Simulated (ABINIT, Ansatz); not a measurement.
# Quasiparticle gap of KCaCl3 (Pm-3m) in ABINIT

Wanted: ground state, empty states, screening and self-energy for KCaCl3 (Pm-3m).

Main program and level: ABINIT 10.8.3; PBEsol and many-body steps on it, plane waves.

This is a report of a sequence of runs, with most program output left out.

## Step 1: The structure

It takes space group Pm-3m (No. 221, cubic). Conventional cell: a = 5.394 Å, b = 5.394 Å, c = 5.394 Å, α = 90.00°, β = 90.00°, γ = 90.00°. K has 12 Cl at 3.81 Å nearest. Nearest to Ca lie 6 Cl at 2.70 Å. Cl has 2 Ca at 2.70 Å and 4 K at 3.81 Å nearest. Farther neighbours and most contacts between anions are not listed.

The cell and positions are those that the Materials Project relaxed with its own functionals (PBE, PBE+U or r2SCAN), kept fixed.

## Step 2: Ground state

This step: ABINIT 10.8.3; DFT, PBEsol, plane waves, norm-conserving pseudopotentials.

The ground-state density comes first.

run.abi

```
acell 3*1.0 Angstrom
rprim 
  5.393523000000 0.000000000000 0.000000000000
  0.000000000000 5.393523000000 0.000000000000
  0.000000000000 0.000000000000 5.393523000000
ntypat 3
znucl 19 20 17
natom 5
typat 1 2 3 3 3
xred 
  0.000000000000 0.000000000000 0.000000000000
  0.500000000000 0.500000000000 0.500000000000
  0.000000000000 0.500000000000 0.500000000000
  0.500000000000 0.000000000000 0.500000000000
  0.500000000000 0.500000000000 0.000000000000
pp_dirpath "pseudos"
pseudos "K.upf, Ca.upf, Cl.upf"
ecut 33
ngkpt 4 4 4
nshiftk 1
shiftk 0 0 0
kptopt 1
chksymbreak 0
nband 26
occopt 1
tolvrs 1e-10
nstep 60
prtwf 0
optforces 0
optstress 0
indata_prefix "in"
outdata_prefix "out"
tmpdata_prefix "tmp"
```

Launch:

```console
OMP_NUM_THREADS=1 mpirun -n 4 abinit run.abi > log
```

Wall time 59 s (4 MPI ranks of Arm Neoverse N1, shared host); peak memory 0.48 GiB; 3.9 min of CPU time.

Numbers from this step:

```yaml
total_energy: -3214.1716 eV
gap: 4.647 eV
k_of_the_valence_top: 0.5, 0.5, 0.5
k_of_the_conduction_bottom: 0, 0, 0
least_direct_gap: 4.936 eV
```

The gap is indirect, with the least direct gap 0.29 eV higher.

## Step 3: Empty states on the mesh, 2×2×2 mesh, 104 bands

The sums over transitions need many empty states on a uniform mesh; this step solves for them.

Changes to run.abi since step 2:

```diff
@@ -18,3 +18,3 @@
 ecut 33
-ngkpt 4 4 4
+ngkpt 2 2 2
 nshiftk 1
@@ -23,9 +23,10 @@
 chksymbreak 0
-nband 26
-occopt 1
-tolvrs 1e-10
+iscf -2
+irdden 1
+istwfk *1
+nband 104
+nbdbuf 8
+tolwfr 1e-09
 nstep 60
-prtwf 0
-optforces 0
-optstress 0
+prtvol 0
 indata_prefix "in"
```

Elapsed: 61 s, on 4 MPI ranks; peak memory 0.42 GiB; 4.1 min of CPU time.

This step gave:

* gap: 4.647 eV
* k of the valence top: 0.5, 0.5, 0.5
* k of the conduction bottom: 0, 0, 0
* least direct gap: 4.936 eV
* k points computed: 4
* lowest point of the top converged band, above the valence top: 30.00 eV

On this mesh the gap is 4.647 eV.

## Step 4: Screening, 2×2×2 mesh, 96 bands, screening to 98 eV

The RPA dielectric matrix is built and inverted for each q.

This step: RPA screening on PBEsol, plane waves, norm-conserving pseudopotentials.

Changes to run.abi since step 3:

```diff
@@ -23,10 +23,11 @@
 chksymbreak 0
-iscf -2
-irdden 1
 istwfk *1
-nband 104
-nbdbuf 8
-tolwfr 1e-09
-nstep 60
-prtvol 0
+occopt 1
+irdwfk 1
+optdriver 3
+nband 96
+ecuteps 3.6
+inclvkb 2
+awtr 1
+symchi 1
 indata_prefix "in"
```

Elapsed: 34 s, on 4 MPI ranks; peak memory 1.1 GiB; 2.3 min of CPU time.

This step gave:

* ε∞ with local fields, on this mesh, along the program's q direction: 2.546
* the same without local fields: 2.995
* plasma frequency: 18.75 eV
* plane waves in the screening matrix: 341

Local fields lower ε∞ by 15 %. On a Γ-centred mesh this coarse the value itself is usually too large, while a short band sum pulls it down.

## Step 5: Self-energy, 2×2×2 mesh, 96 bands, screening to 98 eV

The self-energy is evaluated for the states that the input lists, and the levels follow from it, in one-shot runs by the linearised quasiparticle equation.

This step: G0W0 on PBEsol, plane waves, norm-conserving pseudopotentials.

Changes to run.abi since step 4:

```diff
@@ -26,8 +26,17 @@
 irdwfk 1
-optdriver 3
+optdriver 4
 nband 96
+gwcalctyp 0
+ecutsigx 33
+symsigma 1
+nkptgw 2
+kptgw 
+  0.5000000000 0.5000000000 0.5000000000
+  0.0000000000 0.0000000000 0.0000000000
+bdgw 
+  18 24
+  18 24
 ecuteps 3.6
-inclvkb 2
-awtr 1
-symchi 1
+irdscr 1
+ppmodel 1
 indata_prefix "in"
```

Wall time 20 s (4 MPI ranks); peak memory 1.2 GiB; 81 s of CPU time.

Numbers from this step:

```
G0W0 gap on the points computed              : 7.041 eV
starting gap on the mesh                     : 4.647 eV
k of the valence top                         : 0.5, 0.5, 0.5
k of the conduction bottom                   : 0, 0, 0
Z at the valence top                         : 0.809
Z at the conduction bottom                   : 0.87
least direct G0W0 gap on the computed points : 7.343 eV
```

The gap on the mesh goes from 4.65 eV to 7.04 eV, a correction of +2.39 eV.

Limits: finite bands, cutoff and mesh; coarse k mesh. v1 is the top filled band, c1 the lowest empty one. The levels before and after the correction (eV, zero at the valence-band top of each column):

```
           conduction bottom  valence top
Kohn-Sham               4.65         0.00
     G0W0               7.04         0.00
```

```
                         level  energy (eV)
Kohn-Sham  (0.5 0.5 0.5) v3-v1        0.000
Kohn-Sham     (0.5 0.5 0.5) c1        6.261
Kohn-Sham  (0.5 0.5 0.5) c2-c4        7.264
Kohn-Sham              Γ v3-v1       -0.289
Kohn-Sham                 Γ c1        4.647
Kohn-Sham              Γ c2-c4        5.544
     G0W0  (0.5 0.5 0.5) v3-v1        0.000
     G0W0     (0.5 0.5 0.5) c1        8.819
     G0W0  (0.5 0.5 0.5) c2-c4       10.351
     G0W0              Γ v3-v1       -0.302
     G0W0                 Γ c1        7.041
     G0W0              Γ c2-c4        9.420
```

## Step 6: Where the time went

Times are wall times on 4 MPI ranks of Arm Neoverse N1, shared host, good to a factor of about two.

```
                    step  time  share  memory (GiB)
            ground state  59 s   34 %          0.48
empty states on the mesh  61 s   35 %          0.42
               screening  34 s   20 %           1.1
             self-energy  20 s   12 %           1.2
```

## Step 7: Outcome

```
PBEsol gap           : 4.65 eV, indirect
G0W0 gap on the mesh : 7.04 eV
GW settings          : 2×2×2 mesh, 96 bands, screening to 98 eV, Godby-Needs plasmon pole
known limits         : not at the basis limit; coarse k mesh
```

**Reading.** G0W0 moves the gap on the mesh from 4.65 eV to 7.04 eV (+2.39 eV), with Z of 0.81 and 0.87 at the edges. Local fields lower the RPA ε∞ on this mesh from 2.99 to 2.55; a Γ-centred mesh this coarse tends to raise both, most where the direct gap is narrow, while a short band sum lowers them. Only 2 of the mesh's irreducible points were corrected, so a valley elsewhere could overtake. Bands and cutoff are finite, so the gap is not at the basis limit. The miss can reach some tenths of an eV and take either sign; the mesh is an error of its own. In the G0W0 run levels were corrected at 2 k points alone, so a gap called «on the mesh» is the least over those, and an edge elsewhere would be missed. The 2×2×2 mesh is coarse for this cell, which bears on the long-range parts of exchange and screening. This is the ideal cubic cell; many perovskites, halides above all, are cubic only on average, and local tilts or off-centring can widen the gap.

[Paths, hosts, dates, memory and timing lines, banners, echoed tables and standing remarks are left out of the program output.]

[Logs are printed without paths, hosts, clocks, repeated set-up lines and the standing remarks that a program may print on its own settings, such as how far it seeks lower states.]

[Runs of the session that timed out or met a known fault of the program may be left out.]

[Hosts, paths, dates, database ids (printed as entryN), source tags and the programs' standing remarks are cut or masked in the printed files.]

[G0W0 gaps are taken among the corrected bands and points alone; a level outside them can change the order at an edge.]

[Where Ansatz stands beside ABINIT at settings called matched, ABINIT's density can come from a denser mesh and the files from another edition; pairs whose starting gaps differed by over 0.03 eV were left out, so agreement reads better than it is.]
